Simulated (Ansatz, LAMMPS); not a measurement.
**Amorphous 25SiO2-75TiO2 (mol %) (96 atoms): geometry optimisation**

How does amorphous 25SiO2-75TiO2 (mol %) (96 atoms) relax, and what do bonds, charges and levels look like afterwards?

Calculated with Ansatz 0.2.0; Kohn-Sham DFT, PBE, PAW (set soft_2), plane waves.

### 1. Starting point

The cell holds 96 atoms: 8 Si, 24 Ti and 64 O. Its edges and angles: a = 10.799 Å, b = 10.799 Å, c = 10.799 Å, α = 90.0°, β = 90.0°, γ = 90.0°. 96 atoms (8 Si, 24 Ti, 64 O) placed at random at 3.16 g/cm³, melted at 5000 K for 10 ps at fixed volume with the Morse and Coulomb pair potential with partial charges (Pedone, Malavasi, Menziani, Cormack and Segre, J. Phys. Chem. B 110, 11780 (2006)). Quenched from 5000 K to 300 K at 50 K/ps and fixed volume, held 5 ps, then minimised at fixed cell.

Limits known from the start: The quench rate of 50 K/ps is many orders above laboratory rates, so the cell is likely richer in defects and strain than a real sample. The starting topology of bonds comes from the classical model. Only the Γ point is sampled in the main run, in a cell whose shortest periodic width is 11 Å.

### 2. How the cell was made

A classical potential supplies the starting structure, since it reaches far longer times than DFT.

This step: classical MD, Morse and Coulomb pair potential with partial charges (Pedone, Malavasi, Menziani, Cormack and Segre, J. Phys. Chem. B 110, 11780 (2006)) (LAMMPS 22 Jul 2025 - Update 4).

in.lmp

```
# melt-quench of Si8Ti24O64
units metal
atom_style charge
boundary p p p
region box block 0 10.7990 0 10.7990 0 10.7990
create_box 3 box
mass 1 28.0850   # Si
mass 2 47.8670   # Ti
mass 3 15.9990   # O
create_atoms 1 random 8 40194 NULL overlap 1.5 maxtry 2000
create_atoms 2 random 24 40201 NULL overlap 1.5 maxtry 2000
create_atoms 3 random 64 40208 NULL overlap 1.5 maxtry 2000
pair_style hybrid/overlay pedone 5.5 coul/long 8.0
pair_coeff * * coul/long
pair_coeff 1 3 pedone 0.340554 2.006700 2.100000 1   # Si-O
pair_coeff 2 3 pedone 0.024235 2.254703 2.708943 1   # Ti-O
pair_coeff 3 3 pedone 0.042395 1.379316 3.618701 22   # O-O
set type 1 charge 2.4
set type 2 charge 2.4
set type 3 charge -1.2
kspace_style pppm 1.0e-4
neigh_modify delay 0 every 1 check yes
thermo_style custom step time temp pe press density
thermo_modify norm yes
timestep 0.002
thermo 100
min_style cg
minimize 1e-4 1e-4 200 2000
reset_timestep 0
velocity all create 5000 40195 mom yes dist gaussian
fix lim all nve/limit 0.05
fix lan all langevin 5000 5000 0.2 40196 zero yes
thermo 500
run 1000 post no
# [... 10 lines left out ...]
thermo 1250
fix md all nvt temp 300 300 0.2
run 2500 post no
unfix md
thermo 100
min_style cg
minimize 0 1e-3 2000 20000
write_dump all custom glass.dump id type xs ys zs modify sort id
```

Started as:

```sh
> lmp -in in.lmp -log none -nocite
```

Numbers of over 12 decimals in the logs are rounded to 6 here.

Log:

```text
LAMMPS (22 Jul 2025 - Update 4)
Created orthogonal box = (0 0 0) to (10.799 10.799 10.799)
Created 8 atoms
Created 24 atoms
Created 64 atoms
PPPM initialization ...
  G vector (1/distance) = 0.38306884
  grid = 12 12 12
  estimated relative force accuracy = 6.5862412e-05
   Step          Time           Temp          PotEng         Press         Density
         0   0              0             -1.9932056      835119.53      3.1611368
        56   0.112          0             -15.914143      16847.76       3.1611368
Loop time of 0.04268 s on 1 MPI rank(s) for 56 steps with 96 atoms
Minimization stats:
  Stopping criterion = energy tolerance
  Energy initial, next-to-last, final =
     -1.99320555544745  -15.9130646770864  -15.9141431294182
  Force two-norm initial, final = 331.50788 2.2679061
  Iterations, force evaluations = 56 71
   Step          Time           Temp          PotEng         Press         Density
         0   0              5000          -15.914143      68922.454      3.1611368
       500   1              2202.4814     -15.687486      72484.448      3.1611368
      1000   2              2172.934      -15.712665      80625.88       3.1611368
Loop time of 0.461637 s on 1 MPI rank(s) for 1000 steps with 96 atoms
   Step          Time           Temp          PotEng         Press         Density
[... 2 lines left out ...]
      2499   4.998          4625.8012     -15.162892      90099.21       3.1611368
      3332   6.664          5101.1126     -15.232197      120423.16      3.1611368
      4165   8.33           5434.941      -15.140045      78379.137      3.1611368
      4998   9.996          4911.1203     -15.214431      77861.226      3.1611368
      5831   11.662         5392.2232     -15.225918      86819.166      3.1611368
[... 1 line left out ...]
Loop time of 2.44624 s on 1 MPI rank(s) for 5000 steps with 96 atoms
   Step          Time           Temp          PotEng         Press         Density
[... 12 lines left out ...]
Loop time of 21.7726 s on 1 MPI rank(s) for 47000 steps with 96 atoms
   Step          Time           Temp          PotEng         Press         Density
[... 2 lines left out ...]
     55000   110            325.83661     -16.042386      33735.22       3.1611368
     55500   111            257.43389     -16.040063      40173.758      3.1611368
Loop time of 1.05586 s on 1 MPI rank(s) for 2500 steps with 96 atoms
   Step          Time           Temp          PotEng         Press         Density
     55500   111            257.43389     -16.040063      40173.758      3.1611368
     55517   111.034        257.43389     -16.07665       38244.48       3.1611368
Loop time of 0.0360508 s on 1 MPI rank(s) for 17 steps with 96 atoms
Minimization stats:
  Stopping criterion = linesearch alpha is zero
  Energy initial, next-to-last, final =
     -16.0400629780607  -16.0766496893814  -16.0766496893814
  Force two-norm initial, final = 12.931428 0.33023915
  Iterations, force evaluations = 17 65
```

It took 26 s on 1 thread of Arm Neoverse V1, shared host; peak memory 0.072 GiB.

### 3. Single point at the start

The forces at the start show how far the geometry lies from a minimum of this functional.

input.yaml

```yaml
crystal:
  lattice:
    - [10.799, 0.0, 0.0]
    - [0.0, 10.799, 0.0]
    - [0.0, 0.0, 10.799]
  atoms:
    - { symbol: Si, position: [0.2262, 0.0696, 0.26292] }
    - { symbol: Si, position: [0.61925, 0.36704, 0.45592] }
    - { symbol: Si, position: [0.90118, 0.39709, 0.39427] }
    - { symbol: Si, position: [0.54817, 0.40421, 0.72379] }
    - { symbol: Si, position: [0.66494, 0.65951, 0.51762] }
    - { symbol: Si, position: [0.33115, 0.85542, 0.41586] }
    - { symbol: Si, position: [0.97612, 0.1995, 0.56307] }
    - { symbol: Si, position: [0.8133, 0.14611, 0.76171] }
    - { symbol: Ti, position: [0.95985, 0.6127, 0.59738] }
    - { symbol: Ti, position: [0.17651, 0.57195, 0.90646] }
    - { symbol: Ti, position: [0.40672, 0.98117, 0.06277] }
    - { symbol: Ti, position: [0.97099, 0.12869, 0.01578] }
    - { symbol: Ti, position: [0.07362, 0.39546, 0.14958] }
    - { symbol: Ti, position: [0.69764, 0.7886, 0.93476] }
    - { symbol: Ti, position: [0.84313, 0.87438, 0.65438] }
    - { symbol: Ti, position: [0.37323, 0.31752, 0.26508] }
    - { symbol: Ti, position: [0.62598, 0.9565, 0.42215] }
    - { symbol: Ti, position: [0.39278, 0.24182, 0.94014] }
    - { symbol: Ti, position: [0.46295, 0.58903, 0.06768] }
    - { symbol: Ti, position: [0.69436, 0.04782, 0.14128] }
    - { symbol: Ti, position: [0.69143, 0.37603, 0.09776] }
    - { symbol: Ti, position: [0.52962, 0.10944, 0.6496] }
    - { symbol: Ti, position: [0.81259, 0.50507, 0.85685] }
    - { symbol: Ti, position: [0.70553, 0.65522, 0.22866] }
    - { symbol: Ti, position: [0.4771, 0.78485, 0.72635] }
    - { symbol: Ti, position: [0.01459, 0.73997, 0.2273] }
    - { symbol: Ti, position: [0.2675, 0.5649, 0.33113] }
    - { symbol: Ti, position: [0.28584, 0.53447, 0.63272] }
    - { symbol: Ti, position: [0.22441, 0.11191, 0.72391] }
    - { symbol: Ti, position: [0.15179, 0.86829, 0.9537] }
    - { symbol: Ti, position: [0.92676, 0.0267, 0.31682] }
    - { symbol: Ti, position: [0.16839, 0.80521, 0.66623] }
    - { symbol: O, position: [0.70468, 0.49059, 0.21886] }
    - { symbol: O, position: [0.49584, 0.94557, 0.69795] }
    - { symbol: O, position: [0.52879, 0.99664, 0.17012] }
    - { symbol: O, position: [0.73702, 0.99392, 0.30146] }
    - { symbol: O, position: [0.93107, 0.53997, 0.74696] }
    - { symbol: O, position: [0.91994, 0.10034, 0.46569] }
    - { symbol: O, position: [0.09003, 0.79608, 0.0932] }
    - { symbol: O, position: [0.57534, 0.32418, 0.59626] }
    - { symbol: O, position: [0.91858, 0.53111, 0.45514] }
    - { symbol: O, position: [0.99611, 0.80324, 0.63784] }
    - { symbol: O, position: [0.88423, 0.02639, 0.70747] }
    - { symbol: O, position: [0.32405, 0.72054, 0.69679] }
    - { symbol: O, position: [0.88139, 0.07682, 0.14972] }
    - { symbol: O, position: [0.27119, 0.06249, 0.12024] }
    - { symbol: O, position: [0.77661, 0.6437, 0.94165] }
    - { symbol: O, position: [0.73399, 0.90658, 0.53692] }
    - { symbol: O, position: [0.81142, 0.40143, 0.98609] }
    - { symbol: O, position: [0.05684, 0.25624, 0.06626] }
    - { symbol: O, position: [0.2699, 0.934, 0.30679] }
    - { symbol: O, position: [0.56432, 0.71438, 0.60627] }
    - { symbol: O, position: [0.32378, 0.71218, 0.38822] }
    - { symbol: O, position: [0.44092, 0.49783, 0.68774] }
    - { symbol: O, position: [0.58478, 0.09989, 0.49269] }
    - { symbol: O, position: [0.20824, 0.483, 0.77266] }
    - { symbol: O, position: [0.11818, 0.62433, 0.2821] }
    - { symbol: O, position: [0.97696, 0.8677, 0.32608] }
    - { symbol: O, position: [0.67131, 0.71774, 0.37732] }
    - { symbol: O, position: [0.39056, 0.29392, 0.09807] }
    - { symbol: O, position: [0.19826, 0.9473, 0.7662] }
    - { symbol: O, position: [0.13054, 0.72796, 0.85355] }
    - { symbol: O, position: [0.08451, 0.0878, 0.28165] }
    - { symbol: O, position: [0.24169, 0.87978, 0.53303] }
    - { symbol: O, position: [0.85712, 0.15924, 0.90015] }
    - { symbol: O, position: [0.76617, 0.83522, 0.79307] }
    - { symbol: O, position: [0.13207, 0.62667, 0.5907] }
    - { symbol: O, position: [0.66978, 0.13432, 0.7404] }
    - { symbol: O, position: [0.56546, 0.46464, 0.0274] }
    - { symbol: O, position: [0.67647, 0.46368, 0.76787] }
    - { symbol: O, position: [0.47266, 0.89354, 0.42433] }
    - { symbol: O, position: [0.09931, 0.15777, 0.63035] }
    - { symbol: O, position: [0.58278, 0.69786, 0.12261] }
    - { symbol: O, position: [0.67215, 0.21515, 0.12585] }
    - { symbol: O, position: [0.08842, 0.50756, 0.02854] }
    - { symbol: O, position: [0.25106, 0.19969, 0.86289] }
    - { symbol: O, position: [0.76344, 0.33672, 0.4188] }
    - { symbol: O, position: [0.3271, 0.58711, 0.9765] }
    [... 12 atom lines left out ...]
    - { symbol: O, position: [0.2964, 0.48147, 0.47449] }
    - { symbol: O, position: [0.21452, 0.39818, 0.24641] }
    - { symbol: O, position: [0.5436, 0.75312, 0.87437] }
    - { symbol: O, position: [0.39557, 0.54524, 0.21728] }
    - { symbol: O, position: [0.05232, 0.99908, 0.96106] }
    - { symbol: O, position: [0.3683, 0.14692, 0.6522] }
kpoints:
  mp_grid: { grid: [1, 1, 1] }
hamiltonian:
  xc: pbe
scf:
  occupations: { method: fermi_dirac, width: 0.025 }
output:
  forces: true
```

Started as:

```sh
> ansatz run input.yaml --threads 4 --pin off --max-ram 8192MiB --backend cpu --events-out ev --progress --plain --runs-dir out
```

Log:

```text
Engine: ansatz 0.2.0, aarch64-unknown-linux-gnu
Pseudopotentials: kind: paw
Pseudopotential: Si, paw, valence charge 4, recommended cutoff 420 eV (normal), Si.paw.azcp
Pseudopotential: Ti, paw, valence charge 12, recommended cutoff 420 eV (normal), Ti.paw.azcp
Pseudopotential: O, paw, valence charge 6, recommended cutoff 420 eV (normal), O.paw.azcp
[... 5 lines on functional and potentials left out ...]
Crystal: 96 atoms, lattice volume = 1259.362 Å³
Basis set: ecut = 420 eV, 24573 PW (Γ), exchange–correlation on 150×150×150 points (8 copies of the dense FFT grid, shifted against one another)
Bands: 448, of which v1, the nominal top of the filled ones, is band 352 counted from 1 (351 counted from 0)
Symmetry: 1 space group operations
Space group: P1 (ITA 1), of the structure as read, at distance tolerance 1.1e-4 Å
k-points: 1
[... 7 lines on functional and potentials left out ...]
Initial density: superposition of atomic densities (neutral atoms: chi_scale 0, normalization atom), corrected by the library's trained network
Initial wavefunctions: pseudopotential atomic-orbital guess
Functional: x = pbe(κ = 0.804, μ = 0.219515), c = pbe(β = 0.066725)
SCF iter   1: F=—  HF=-101507.754664 eV  |F-HF|=—  |Δ(HF+E_count)|=         —  Δρ=4.26e-3  dr2=3.10e-1  ethr=1.77e-3  ⟨swp⟩=6.0  Hψ=1729  notcnv=0  defer=54
preconditioner: auto → Resta (q_TF=auto, 2.476 Å⁻¹)  ε∞=5.8  [insulator: Δε(μ)=2.946 eV  Ē_g=10.757 eV  σ=0.025 eV  W_gap=1.00  n_scr=340 (ndim 8)  ℏωp=23.7 eV  f_vac=0.136  D(μ)=0.00/eV (n_scr^D=0)  ε∞_Penn≈5.8]
SCF iter   2: F=—  HF=-101507.727370 eV  |F-HF|=—  |Δ(HF+E_count)|=   2.73e-2  Δρ=2.19e-3  dr2=5.69e-2  ethr=4.40e-5  ⟨swp⟩=2.0  Hψ=576  notcnv=0  defer=90
SCF iter   3: F=—  HF=-101507.726252 eV  |F-HF|=—  |Δ(HF+E_count)|=   1.12e-3  Δρ=1.12e-3  dr2=2.31e-2  ethr=8.08e-6  ⟨swp⟩=3.0  Hψ=696  notcnv=0  defer=50
automatic band count: iteration 3 solves 408 bands in place of 448: the levels show a gap, and the empty bands left out lie too high to hold charge; the band table lists the bands solved (type scf.n_extra_bands for more)
SCF iter   4: F=—  HF=-101507.725385 eV  |F-HF|=—  |Δ(HF+E_count)|=   8.67e-4  Δρ=4.77e-4  dr2=4.80e-3  ethr=3.29e-6  ⟨swp⟩=3.0  Hψ=556  notcnv=0  defer=50
SCF iter   5: F=—  HF=-101507.724901 eV  |F-HF|=—  |Δ(HF+E_count)|=   4.85e-4  Δρ=2.20e-4  dr2=7.81e-4  ethr=6.82e-7  ⟨swp⟩=2.0  Hψ=688  notcnv=0  defer=50
SCF iter   6: F=—  HF=-101507.724946 eV  |F-HF|=—  |Δ(HF+E_count)|=   4.57e-5  Δρ=1.34e-4  dr2=2.56e-4  ethr=1.11e-7  ⟨swp⟩=2.0  Hψ=686  notcnv=0  defer=50
SCF iter   7: F=—  HF=-101507.724936 eV  |F-HF|=—  |Δ(HF+E_count)|=   1.08e-5  Δρ=5.40e-5  dr2=4.14e-5  ethr=3.64e-8  ⟨swp⟩=2.0  Hψ=685  notcnv=0  defer=50
SCF iter   8: F=—  HF=-101507.721745 eV  |F-HF|=—  |Δ(HF+E_count)|=   3.19e-3  Δρ=2.81e-5  dr2=1.12e-5  ethr=5.88e-9  ⟨swp⟩=2.0  Hψ=751  notcnv=0  defer=50
SCF iter   9: F=—  HF=-101507.721750 eV  |F-HF|=—  |Δ(HF+E_count)|=   4.14e-6  Δρ=1.18e-5  dr2=2.17e-6  ethr=1.60e-9  ⟨swp⟩=2.0  Hψ=701  notcnv=0  defer=50
SCF iter  10: F=—  HF=-101507.721751 eV  |F-HF|=—  |Δ(HF+E_count)|=   1.32e-6  Δρ=6.61e-6  dr2=6.68e-7  ethr=3.09e-10  ⟨swp⟩=2.0  Hψ=686  notcnv=0  defer=50
SCF iter  11: F=—  HF=-101507.721751 eV  |F-HF|=—  |Δ(HF+E_count)|=   1.94e-7  Δρ=2.73e-6  dr2=1.17e-7  ethr=9.49e-11  ⟨swp⟩=2.0  Hψ=686  notcnv=0  defer=50
SCF iter  12: F=-101507.721751 eV  HF=-101507.721751 eV  |F-HF|=1.28e-9  |Δ(HF+E_count)|=   7.66e-8  Δρ=1.66e-6  dr2=4.37e-8  ethr=1.42e-11  ⟨swp⟩=4.0  Hψ=1117  notcnv=0
SCF 1 converged in 12 iterations: F = -101507.721751 eV  dr2 = 4.37e-8
  greatest PAW one-centre occupation: 0.999 electrons in one spin orbital (limit 2), on the Ti atom at site 14 (counted from 0), in its partial waves of l = 0
SCF converged after 12 iterations
Free energy (F): -101507.721751 eV
Harris-Foulkes:  -101507.721751 eV  (|F-HF|=1.28e-9)
Internal energy: -101507.721751 eV  (E = F + TS)
E sigma→0 (E₀):  -101507.721751 eV
Fermi energy:    6.184585 eV
--- Per-component energies (eV) ---
  E_band       = -7123.908538
  E_kinetic    = 18257.807255
  E_local      = -60809.301263  (includes V_loc(G=0)·N_el)
  E_nonlocal   = 3359.441549
  E_hartree    = 23910.502737
  E_xc         = -7545.753889
  E_vxc        = -9380.247910  (∫ρ·V_xc dr)
  E_paw        = -39347.926880  (= ΣΔE_a)
  E_vpaw       = -6372.775815  (= ΣTr[D̂ρ^β])
  E_aug_tail   = 0.161653  (compensation charges beyond the density's cutoff)
  E_ewald      = -39332.652912
  E_smearing   = -0.000000  (= −TS)
  E_closure    = 0.000000  (closes the sum)
  Σ components = -101507.721751   (vs F -101507.721751, Δ=0.00e0)
--- Forces (eV/Å), atoms counted from 1 ---
  atom   1  Si     0.84235500    -1.45958292    -0.92427617
  atom   2  Si     1.06895561     2.35969062     0.80308163
  atom   3  Si    -0.69423550    -0.48518055     1.62508751
  atom   4  Si     0.31925741    -0.00455565    -0.48939398
  atom   5  Si     1.39504208    -1.35105000    -0.97838520
  atom   6  Si    -0.41320912     0.36261411    -0.03975759
  atom   7  Si    -1.84532943     0.59762845     0.30819604
  atom   8  Si     0.84239093    -0.33933131    -1.66351656
  atom   9  Ti    -0.06665799     0.33912770     0.22525679
  atom  10  Ti     0.84874090     0.87875360    -0.33990927
  atom  11  Ti    -0.67696107     1.27897914     0.58988089
  atom  12  Ti    -0.93516431    -1.09153485     0.19416587
  atom  13  Ti     1.06314214     0.12811539     0.73354121
  atom  14  Ti    -0.68164677    -0.41663139    -0.63500663
[...]
atom  95  O     -0.23985349     0.62890933    -0.44661055
  atom  96  O     -0.74034068     0.61751907    -0.62707095
  max |Σ_I F_I| component: 8.40e-5 eV/Å
```

It took 20 s on 4 threads of Arm Neoverse V1, shared host; peak memory 1.8 GiB.

Read from the output:

```
free energy            : -101507.7218 eV
free energy per atom   : -1057.3721 eV/atom
SCF cycles             : 12
r.m.s. force component : 0.7464 eV/Å
longest force          : 2.712 eV/Å
Fermi energy           : 6.185 eV
```

The r.m.s. force component of 0.75 eV/Å sets the starting point.

Neighbours are counted within 2.64 Å (O-Ti), 2.08 Å (O-Si).

Length of the force by element and coordination:

| element | coordination | atoms | mean length of the force (eV/Å) | spread | least | most |
| --- | --- | --- | --- | --- | --- | --- |
| O | all | 64 | 1.15 | 0.435 | 0.306 | 2.23 |
| O | 2 | 52 | 1.18 | 0.418 | 0.386 | 2.23 |
| O | 3 | 12 | 0.976 | 0.466 | 0.306 | 1.73 |
| Si | all | 8 | 1.70 | 0.706 | 0.551 | 2.71 |
| Ti | all | 24 | 1.17 | 0.425 | 0.412 | 2.13 |
| Ti | 4 | 13 | 1.22 | 0.367 | 0.529 | 1.70 |
| Ti | 5 | 10 | 1.14 | 0.489 | 0.412 | 2.13 |
| Ti | 6 | 1 | 0.793 | 0 | 0.793 | 0.793 |

[end of part 1 of 4]

[Logs are printed without paths, hosts, clocks, repeated set-up lines and the standing remarks that a program may print on its own settings, such as how far it seeks lower states.]

[Hosts, paths, dates, database ids (printed as entryN), source tags and the programs' standing remarks are cut or masked in the printed files.]
